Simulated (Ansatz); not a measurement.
# 3-layer 1T-SnSe2 (AA) in a perpendicular field, part 2 of 3

What dipole does a perpendicular field induce in the 3-layer 1T-SnSe2 (AA), and does the gap follow? A positive field points along +c.

Ansatz 0.2.0; plane-wave DFT, PBE-D3(BJ), Ansatz PAW.

So far. Step 2 (Relaxing the slab): The lattice constant a goes from 3.870 to 3.835 Å.

## (3) Atoms held, field 0, start network

A sawtooth potential applies the field, turning back in the middle of the vacuum. With the dipole correction the typed value is the field outside the slab. The induced dipole is small, so the SCF threshold is tight.

The cell differs from the one that the last finished run ended in (c 56.031 → 33.197 Å).

input.yaml

```yaml
crystal:
  lattice:
    - [3.8354128597, 0.0, 0.0]
    - [-1.9177064299, 3.3215649705, 0.0]
    - [0.0, 0.0, 33.196541289]
  atoms:
    - { symbol: Se, position: [0.6666666667, 0.3333333333, 0.2711125813] }
    - { symbol: Sn, position: [0.0, 0.0, 0.3191908635] }
    - { symbol: Se, position: [0.3333333333, 0.6666666667, 0.3673036682] }
    - { symbol: Se, position: [0.6666666667, 0.3333333333, 0.4519452054] }
    - { symbol: Sn, position: [0.0, 0.0, 0.5] }
    - { symbol: Se, position: [0.3333333333, 0.6666666667, 0.5480547946] }
    - { symbol: Se, position: [0.6666666667, 0.3333333333, 0.6326963318] }
    - { symbol: Sn, position: [0.0, 0.0, 0.6808091365] }
    - { symbol: Se, position: [0.3333333333, 0.6666666667, 0.7288874187] }
kpoints:
  mp_grid: { grid: [12, 12, 1] }
  band_path:
    path: [[0, 0, 0], [0.5, 0, 0], [0.33333333, 0.33333333, 0], [0, 0, 0]]
    npoints: 16
hamiltonian:
  xc: pbe
  dispersion: d3bj
scf:
  occupations: { method: fermi_dirac, width: 0.02585 }
  convergence: { dr2_threshold: 1.0e-10 }
efield:
  axis: 3
  dipole_correction: true
  ramp_position: 0.97
  ramp_width: 0.06
  amplitude: 0
output:
  dos: { projected: true, e_range: [-6, 5] }
  write_potential: true
  write_density: true
  volumetric_format: npy
  elf: true
```

Command:

```
$ ansatz run input.yaml --threads 4 --pin off --max-ram 8192MiB --backend cpu --events-out ev --progress --plain --runs-dir out
```

Numbers of over 12 decimals in the logs are rounded to 6 here.

What it wrote:

```text
[...]
Crystal: 9 atoms, lattice volume = 422.910 Å³
Basis set: ecut = 420 eV, 8247 PW (Γ)
Bands: 83, of which v1, the nominal top of the filled ones, is band 69 counted from 1 (68 counted from 0)
Symmetry: 6 space group operations
k-points: 19 of 144 (time reversal used)
[...]
SCF iter   1: F=—  HF=-50892.976114 eV  |F-HF|=—  |Δ(HF+E_count)|=         —  Δρ=1.23e-3  dr2=3.89e-2  ethr=1.77e-3  p=0.000 e·Å  D=1.29e-13 V/Å  ΔV_dip=-0.00 eV  dr2_dipole=2.88e-8  V_vac-E_F(+/−)=5.46/5.46 eV  ⟨swp⟩=6.8  Hψ=6173  notcnv=0  defer=22
efield: sawtooth ramp at fractional position 0.9700 (set: `efield.ramp_position`, or a place that a band, a saddle search or an elastic batch's reference lends), width 0.0600; the density the first Hamiltonian is built on has a dipole p = 0.000 e·Å; the dipole correction subtracts the counter field D = 1.29e-13 V/Å, which shifts the + side's vacuum level by -0.00 eV against the − side's; the planar-averaged density in the ramp window peaks in size at 1.1e-5 e/Å³
[...]
SCF iter   2: F=—  HF=-50892.980416 eV  |F-HF|=—  |Δ(HF+E_count)|=   4.30e-3  Δρ=1.45e-3  dr2=1.08e-1  ethr=2.82e-5  p=0.000 e·Å  D=3.86e-5 V/Å  ΔV_dip=-0.00 eV  dr2_dipole=5.06e-7  V_vac-E_F(+/−)=5.75/5.75 eV  ⟨swp⟩=3.8  Hψ=3187  notcnv=0  defer=152
[...]
SCF iter  14: F=-50892.971577 eV  HF=-50892.971577 eV  |F-HF|=5.82e-11  |Δ(HF+E_count)|=  2.18e-10  Δρ=6.69e-8  dr2=3.13e-11  ethr=1.00e-12  p=-0.000 e·Å  D=-1.04e-8 V/Å  ΔV_dip=0.00 eV  dr2_dipole=2.74e-15  V_vac-E_F(+/−)=5.56/5.56 eV  ⟨swp⟩=10.2  Hψ=5711  notcnv=0
SCF 1 converged in 14 iterations: F = -50892.971577 eV  dr2 = 3.13e-11
[...]
NSCF: frozen V_eff on 49 k-points
efield: sawtooth ramp at fractional position 0.9700 (kept from the solve that this one continues, or follows in the run), width 0.0600; the density the first Hamiltonian is built on has a dipole p = -0.000 e·Å; the dipole correction subtracts the counter field D = -1.04e-8 V/Å, which shifts the + side's vacuum level by +0.00 eV against the − side's; the planar-averaged density in the ramp window peaks in size at 9.0e-6 e/Å³
[...]
SCF converged after 14 iterations
Free energy (F): -50892.971577 eV
[...]
Internal energy: -50892.971577 eV  (E = F + TS)
E sigma→0 (E₀):  -50892.971577 eV
Entropy (-TS):   -0.000000 eV (-0.000 meV/atom)
Fermi energy:    2.120528 eV
Dipole field:    D = -0.000000 V/Å  (p = -0.000000 e·Å, saw-weighted, corrected)
Work function:   Φ+ = 5.5642 eV   Φ− = 5.5642 eV
Levels:          The Fermi level and band energies are counted from a zero that moves with the ramp; work functions are not
[...]
--- Band table (eV; the first three rows and the last of 19) ---
  k-point 0: bands = [... 65 lower, 1.5896, 1.5896, 1.6498, 1.6498, 2.8946, 3.5241, 4.0990, 4.7597, ... 10 higher]
  k-point 1: bands = [... 65 lower, 1.5170, 1.6140, 1.6510, 1.7257, 3.4423, 3.8063, 4.1260, 5.1706, ... 10 higher]
  k-point 2: bands = [... 65 lower, 1.4775, 1.6489, 1.6663, 1.7598, 3.6761, 3.8961, 4.1012, 5.4404, ... 10 higher]
  k-point 18: bands = [... 65 lower, 0.8074, 0.8074, 1.3301, 1.3301, 2.9127, 3.4320, 3.9433, 6.3640, ... 10 higher]
```

Elapsed: 78 s, on 4 threads of Intel Xeon at 2.50GHz (Skylake/Cascade Lake), shared host; peak memory 1.9 GiB.

The column dr2 measures how far the density is from self-consistency, as an energy; F and HF (Harris–Foulkes) agree once it is small.

Numbers from this step:

```
dipole along the normal            : -1.38e-7 e·Å
gap along the path                 : 0.6420 eV
smallest direct gap along the path : 0.9206 eV
ionisation energy, upper face      : 5.895 eV
electron affinity, upper face      : 5.253 eV
gap, the smaller of path and mesh  : 0.6420 eV
```

Running mean over a fixed 2.5 Å (it still follows the layers) of the planar mean; the ramp of the sawtooth is left out. Table of electron's electrostatic potential energy less the Fermi level by z:

```csv
z (Å),electron's electrostatic potential energy less the Fermi level (eV)
3.5,5.56
4.0,5.56
4.5,5.56
5.0,5.56
5.5,5.56
6.0,5.53
6.5,5.43
7.0,4.93
7.5,3.68
8.0,2.09
8.5,0.283
9.0,-1.48
9.5,-2.42
10.0,-2.87
10.5,-3.20
11.0,-3.05
11.5,-2.62
12.0,-2.00
12.5,-0.602
13.0,0.790
13.5,1.19
14.0,1.04
14.5,0.0172
15.0,-1.56
15.5,-2.47
16.0,-2.91
16.5,-3.23
17.0,-3.08
17.5,-2.65
18.0,-2.03
18.5,-0.621
19.0,0.776
19.5,1.19
20.0,1.04
20.5,0.0349
21.0,-1.54
21.5,-2.45
22.0,-2.88
22.5,-3.20
23.0,-3.04
23.5,-2.60
24.0,-1.96
24.5,-0.462
25.0,1.41
25.5,3.08
26.0,4.51
26.5,5.31
27.0,5.51
27.5,5.55
28.0,5.56
28.5,5.56
29.0,5.56
29.5,5.56
```

The density of states has structure finer than the step of the table below, so its rows give means over 0.25 eV, whole bins alone (the curve runs from -6 to 2.3 eV). Peaks (eV: height): -4.210: 9.82, -1.640: 12.2, -1.180: 12.6, -0.840: 17.3, -0.730: 21.5, -0.650: 16.9, 1.330: 10.3.

Table of density of states by energy, zero at the Fermi level of the run, which the smearing sets inside the gap; means over each step:

```
energy (eV)  density of states (states/eV a cell)
      -5.75                                 0.446
      -5.50                                     0
      -5.25                                     0
      -5.00                                  1.20
      -4.75                                  2.96
      -4.50                                  5.23
      -4.25                                  5.02
      -4.00                                  3.67
      -3.75                                  4.47
      -3.50                                  5.31
      -3.25                                  6.63
      -3.00                                  7.36
      -2.75                                  7.50
      -2.50                                  6.90
      -2.25                                  5.02
      -2.00                                  5.32
      -1.75                                  7.02
      -1.50                                  7.41
      -1.25                                  10.1
      -1.00                                  8.72
      -0.75                                  14.4
      -0.50                                  5.62
      -0.25                                 0.711
       0.00                                     0
       0.25                                0.0994
       0.50                                  1.29
       0.75                                  2.43
       1.00                                  4.66
       1.25                                  5.24
       1.50                                  4.77
       1.75                                  4.08
       2.00                                  1.72
```

Projected DOS per atom over height of the atomic layer and energy from the Fermi level. Layers: Se Sn Se Se Sn Se Se Sn Se from below.

Ten even steps from '0' (0.00 states/eV) to '9' (1.82 states/eV), each cell a mean:
```
000000000
222222222
332222233
222222222
010000010
000000000
000000000
606808606
909808909
808414808
614616416
413414314
424424424
535434535
424424424
323323323
212222212
233323332
122222221
000000000
000000000
000000000
```
Columns: height of the atomic layer (Å) from 9 to 24.2 (not evenly spaced); rows upwards: energy from the Fermi level (eV) from -5.96 to 2.23.

The electronic bands at the labelled points (eV, zero at the Fermi level of the run, which the smearing sets inside the gap):

```csv
point,band 66,band 67,band 68,band 69,band 70,band 71,band 72,band 73
Γ,-0.53,-0.53,-0.47,-0.47,0.77,1.40,1.98,2.64
halfway,-0.77,-0.56,-0.56,-0.42,1.03,1.39,1.68,3.51
M,-1.13,-1.05,-0.80,-0.61,0.31,0.37,0.75,3.43
halfway,-1.38,-1.21,-0.95,-0.76,1.01,1.14,1.22,4.16
K,-1.31,-1.31,-0.79,-0.79,0.79,1.31,1.82,4.24
halfway,-1.33,-1.08,-0.61,-0.46,1.63,1.69,1.70,4.14
Γ,-0.53,-0.53,-0.47,-0.47,0.77,1.40,1.98,2.64
```

ELF in the ca plane at fractional y = 0.000, with atoms of Sn within 0.2 Å of it. It is the smooth field of the valence electrons, not physical close to the nuclei.

Values, 6 rows by 16 columns, each cell a mean:
```
0.00 0.00 0.00 0.00 0.00 0.01 0.04 0.18 0.19 0.15 0.21 0.04 0.03 0.18 0.19 0.15
0.00 0.00 0.00 0.00 0.00 0.05 0.30 0.49 0.33 0.29 0.48 0.25 0.17 0.48 0.33 0.29
0.00 0.00 0.00 0.00 0.01 0.16 0.60 0.69 0.38 0.29 0.66 0.45 0.33 0.68 0.38 0.29
0.00 0.00 0.00 0.00 0.01 0.13 0.55 0.66 0.38 0.30 0.64 0.41 0.30 0.66 0.38 0.30
0.00 0.00 0.00 0.00 0.00 0.03 0.19 0.37 0.29 0.26 0.38 0.16 0.11 0.36 0.29 0.26
0.00 0.00 0.00 0.00 0.00 0.00 0.02 0.15 0.16 0.11 0.19 0.03 0.02 0.15 0.16 0.11
```
Columns run along c (16.0 Å, from fractional 0.05 to 0.54 of the cell), rows up along a (3.8 Å). Atoms in or near the plane, at fractional coordinates: Sn at (0.32, 0.00), Sn at (0.50, 0.00).

Valence density in the ca plane at fractional y = 0.000, with atoms of Sn within 0.2 Å of it. It is the smooth field of the valence electrons, not physical close to the nuclei.

Ten steps, logarithmic in the rise over the least value, from '0' (0 e/Å³) to '9' (14 e/Å³), each cell a mean:
```
00000000000000000000013699731100000001258985
00000000000000000000112466421100000011235653
00000000000000000001112222221110000111222222
00000000000000000011222111122211001122211111
00000000000000000012222111122221101122211111
00000000000000000012222111122221001122211111
00000000000000000011222222222211000112222222
00000000000000000001112344321110000011223432
00000000000000000000113577531100000001246874
00000000000000000000013799741000000001258985
```
Columns run along c (16.0 Å, from fractional 0.05 to 0.54 of the cell), rows up along a (3.8 Å). Atoms in or near the plane, at fractional coordinates: Sn at (0.32, 0.00), Sn at (0.50, 0.00).

Electrostatic potential energy in the ca plane at fractional y = 0.000, with atoms of Sn within 0.2 Å of it. With pseudopotentials it is smooth inside the atoms' cores, unlike the true potential.

Ten even steps from '0' (-15 eV) to '9' (8 eV), each cell a mean:
```
99999999999999999999861499406899999987308980
99999999999999999999873022037899999988610201
99999999999999999998876422467889999988763235
99999999999999999987777777777778999877777777
99999999999999999987667888876678998766788888
99999999999999999987677888877678998876788888
99999999999999999998777655677789999887776567
99999999999999999999875100157899999988730003
99999999999999999999872167116899999987504740
99999999999999999999860599605899999987319991
```
Columns run along c (16.0 Å, from fractional 0.05 to 0.54 of the cell; values clipped at the 3rd and 97th percentile), rows up along a (3.8 Å). Atoms in or near the plane, at fractional coordinates: Sn at (0.32, 0.00), Sn at (0.50, 0.00).

The gap is 0.64 eV, with the valence edge 5.89 eV and the conduction edge 5.25 eV under the upper vacuum level.

## (4) Atoms held, field 0.05 V/Å

input.yaml: that of step 3 with these lines changed.

```diff
@@ -31,5 +31,4 @@
   ramp_width: 0.06
-  amplitude: 0
+  amplitude: 0.05
 output:
-  dos: { projected: true, e_range: [-6, 5] }
   write_potential: true
@@ -37,2 +36 @@
   volumetric_format: npy
-  elf: true
```

What it wrote:

```text
[...]
Crystal: 9 atoms, lattice volume = 422.910 Å³
Basis set: ecut = 420 eV, 8247 PW (Γ)
Bands: 83, of which v1, the nominal top of the filled ones, is band 69 counted from 1 (68 counted from 0)
Symmetry: 6 space group operations
k-points: 19 of 144 (time reversal used)
[...]
k-point 0: bands = [... 65 lower, 1.5861, 1.5861, 1.6553, 1.6553, 2.8940, 3.5241, 4.0993, 4.7565, ... 10 higher]
  k-point 1: bands = [... 65 lower, 1.5152, 1.6144, 1.6481, 1.7301, 3.4412, 3.8064, 4.1267, 5.1666, ... 10 higher]
  k-point 2: bands = [... 65 lower, 1.4759, 1.6473, 1.6666, 1.7628, 3.6747, 3.8957, 4.1027, 5.4383, ... 10 higher]
  k-point 18: bands = [... 65 lower, 0.8056, 0.8088, 1.3275, 1.3338, 2.9121, 3.4319, 3.9438, 6.3595, ... 10 higher]
[key lines of the parts left out:]
SCF converged after 17 iterations
Free energy (F): -50892.973018 eV
Fermi energy:    2.119660 eV
Dipole field:    D = 0.024661 V/Å  (p = 0.057637 e·Å, saw-weighted, corrected)
```

It took 82 s on 4 threads; peak memory 1.7 GiB; 5.1 min of CPU time.

The dipole is 0.0576 e·Å, and the gap 0.637 eV.

## (5) Atoms held, field -0.05 V/Å

input.yaml: that of step 4 with these lines changed.

```diff
@@ -31,3 +31,3 @@
   ramp_width: 0.06
-  amplitude: 0.05
+  amplitude: -0.05
 output:
```

What it wrote:

```text
[...]
Crystal: 9 atoms, lattice volume = 422.910 Å³
Basis set: ecut = 420 eV, 8247 PW (Γ)
Bands: 83, of which v1, the nominal top of the filled ones, is band 69 counted from 1 (68 counted from 0)
Symmetry: 6 space group operations
k-points: 19 of 144 (time reversal used)
[...]
k-point 0: bands = [... 65 lower, 1.5861, 1.5861, 1.6553, 1.6553, 2.8940, 3.5241, 4.0993, 4.7565, ... 10 higher]
  k-point 1: bands = [... 65 lower, 1.5152, 1.6144, 1.6481, 1.7301, 3.4412, 3.8064, 4.1267, 5.1666, ... 10 higher]
  k-point 2: bands = [... 65 lower, 1.4759, 1.6473, 1.6666, 1.7628, 3.6747, 3.8957, 4.1027, 5.4383, ... 10 higher]
  k-point 18: bands = [... 65 lower, 0.8056, 0.8088, 1.3275, 1.3338, 2.9121, 3.4319, 3.9438, 6.3595, ... 10 higher]
[key lines of the parts left out:]
SCF converged after 17 iterations
Free energy (F): -50892.973018 eV
Fermi energy:    2.119660 eV
Dipole field:    D = -0.024661 V/Å  (p = -0.057637 e·Å, saw-weighted, corrected)
```

Run time: 83 s. Hardware: 4 threads; peak memory 1.7 GiB; 5.1 min of CPU time.

The dipole is -0.0576 e·Å, and the gap 0.637 eV.

## (6) Single point, field 0.1 V/Å

input.yaml: that of step 5 with these lines changed.

```diff
@@ -29,5 +29,5 @@
   dipole_correction: true
-  ramp_position: 0.97
-  ramp_width: 0.06
-  amplitude: -0.05
+  ramp_position: 0.9669
+  ramp_width: 0.0663
+  amplitude: 0.1
 output:
```

What it wrote:

```text
[...]
Crystal: 9 atoms, lattice volume = 422.910 Å³
Basis set: ecut = 420 eV, 8247 PW (Γ)
Bands: 83, of which v1, the nominal top of the filled ones, is band 69 counted from 1 (68 counted from 0)
Symmetry: 6 space group operations
k-points: 19 of 144 (time reversal used)
[...]
k-point 0: bands = [... 65 lower, 1.5783, 1.5783, 1.6686, 1.6686, 2.8921, 3.5240, 4.1000, 4.7472, ... 10 higher]
  k-point 1: bands = [... 65 lower, 1.5097, 1.6156, 1.6414, 1.7416, 3.4378, 3.8066, 4.1287, 5.1555, ... 10 higher]
  k-point 2: bands = [... 65 lower, 1.4713, 1.6429, 1.6675, 1.7709, 3.6706, 3.8944, 4.1071, 5.4321, ... 10 higher]
  k-point 18: bands = [... 65 lower, 0.8034, 0.8098, 1.3259, 1.3384, 2.9101, 3.4312, 3.9454, 6.3537, ... 10 higher]
[key lines of the parts left out:]
SCF converged after 17 iterations
Free energy (F): -50892.977341 eV
Fermi energy:    2.117377 eV
Dipole field:    D = 0.049328 V/Å  (p = 0.115287 e·Å, saw-weighted, corrected)
```

Run time: 91 s. Hardware: 4 threads; peak memory 1.7 GiB; 5.2 min of CPU time.

The dipole is 0.115 e·Å, and the gap 0.625 eV.

## (7) Single point, field -0.1 V/Å

input.yaml: that of step 6 with these lines changed.

```diff
@@ -31,3 +31,3 @@
   ramp_width: 0.0663
-  amplitude: 0.1
+  amplitude: -0.1
 output:
```

What it wrote:

```text
[...]
Crystal: 9 atoms, lattice volume = 422.910 Å³
Basis set: ecut = 420 eV, 8247 PW (Γ)
Bands: 83, of which v1, the nominal top of the filled ones, is band 69 counted from 1 (68 counted from 0)
Symmetry: 6 space group operations
k-points: 19 of 144 (time reversal used)
[...]
k-point 0: bands = [... 65 lower, 1.5785, 1.5785, 1.6688, 1.6688, 2.8922, 3.5241, 4.1002, 4.7473, ... 10 higher]
  k-point 1: bands = [... 65 lower, 1.5099, 1.6157, 1.6416, 1.7418, 3.4380, 3.8068, 4.1289, 5.1557, ... 10 higher]
  k-point 2: bands = [... 65 lower, 1.4714, 1.6431, 1.6676, 1.7711, 3.6708, 3.8946, 4.1072, 5.4323, ... 10 higher]
  k-point 18: bands = [... 65 lower, 0.8035, 0.8100, 1.3260, 1.3386, 2.9102, 3.4314, 3.9456, 6.3539, ... 10 higher]
[key lines of the parts left out:]
SCF converged after 16 iterations
Free energy (F): -50892.977341 eV
Fermi energy:    2.117543 eV
Dipole field:    D = -0.049321 V/Å  (p = -0.115271 e·Å, saw-weighted, corrected)
```

It took 87 s on 4 threads; peak memory 1.7 GiB; 5.1 min of CPU time.

The dipole is -0.115 e·Å, and the gap 0.625 eV.

## (8) Single point, field 0.2 V/Å

input.yaml: that of step 7 with these lines changed.

```diff
@@ -31,3 +31,3 @@
   ramp_width: 0.0663
-  amplitude: -0.1
+  amplitude: 0.2
 output:
```

What it wrote:

```text
[...]
Crystal: 9 atoms, lattice volume = 422.910 Å³
Basis set: ecut = 420 eV, 8247 PW (Γ)
Bands: 83, of which v1, the nominal top of the filled ones, is band 69 counted from 1 (68 counted from 0)
Symmetry: 6 space group operations
k-points: 19 of 144 (time reversal used)
[...]
k-point 0: bands = [... 65 lower, 1.5638, 1.5638, 1.7052, 1.7052, 2.8847, 3.5237, 4.1032, 4.7164, ... 10 higher]
  k-point 1: bands = [... 65 lower, 1.4887, 1.6203, 1.6265, 1.7753, 3.4250, 3.8074, 4.1369, 5.1199, ... 10 higher]
  k-point 2: bands = [... 65 lower, 1.4535, 1.6310, 1.6711, 1.7978, 3.6550, 3.8902, 4.1234, 5.4091, ... 10 higher]
  k-point 18: bands = [... 65 lower, 0.7981, 0.8109, 1.3259, 1.3508, 2.9023, 3.4291, 3.9520, 6.3383, ... 10 higher]
[key lines of the parts left out:]
SCF converged after 18 iterations
Free energy (F): -50892.994634 eV
Fermi energy:    2.112146 eV
Dipole field:    D = 0.098669 V/Å  (p = 0.230603 e·Å, saw-weighted, corrected)
```

It took 90 s on 4 threads; peak memory 1.7 GiB.

The dipole is 0.231 e·Å, and the gap 0.586 eV.

## (9) Single point, field -0.2 V/Å

input.yaml: that of step 8 with these lines changed.

```diff
@@ -31,3 +31,3 @@
   ramp_width: 0.0663
-  amplitude: 0.2
+  amplitude: -0.2
 output:
```

What it wrote:

```text
[...]
Crystal: 9 atoms, lattice volume = 422.910 Å³
Basis set: ecut = 420 eV, 8247 PW (Γ)
Bands: 83, of which v1, the nominal top of the filled ones, is band 69 counted from 1 (68 counted from 0)
Symmetry: 6 space group operations
k-points: 19 of 144 (time reversal used)
[...]
k-point 0: bands = [... 65 lower, 1.5642, 1.5642, 1.7056, 1.7056, 2.8850, 3.5241, 4.1035, 4.7168, ... 10 higher]
  k-point 1: bands = [... 65 lower, 1.4891, 1.6206, 1.6269, 1.7756, 3.4253, 3.8078, 4.1372, 5.1203, ... 10 higher]
  k-point 2: bands = [... 65 lower, 1.4538, 1.6313, 1.6714, 1.7982, 3.6553, 3.8905, 4.1238, 5.4094, ... 10 higher]
  k-point 18: bands = [... 65 lower, 0.7984, 0.8113, 1.3262, 1.3511, 2.9027, 3.4294, 3.9523, 6.3387, ... 10 higher]
[key lines of the parts left out:]
SCF converged after 18 iterations
Free energy (F): -50892.994634 eV
Fermi energy:    2.112482 eV
Dipole field:    D = -0.098669 V/Å  (p = -0.230604 e·Å, saw-weighted, corrected)
```

It took 88 s on 4 threads; peak memory 1.7 GiB; 5.2 min of CPU time.

The dipole is -0.231 e·Å, and the gap 0.586 eV.

(Continued in part 3 of 3.)

[Logs are printed without paths, hosts, clocks, repeated set-up lines and the standing remarks that a program may print on its own settings, such as how far it seeks lower states.]

[Hosts, paths, dates, database ids (printed as entryN), source tags and the programs' standing remarks are cut or masked in the printed files.]

[Maps of the electrostatic potential energy from Ansatz leave out the sawtooth potential of an applied field or a dipole correction, so their vacuum need not be flat; planar profiles and work functions include it.]

[The density of states shown here was stored with 400 of the rows of the run's finer table, so its peaks can read low, often by over a quarter, or be missed, and its means over a window can be off by a tenth or more.]
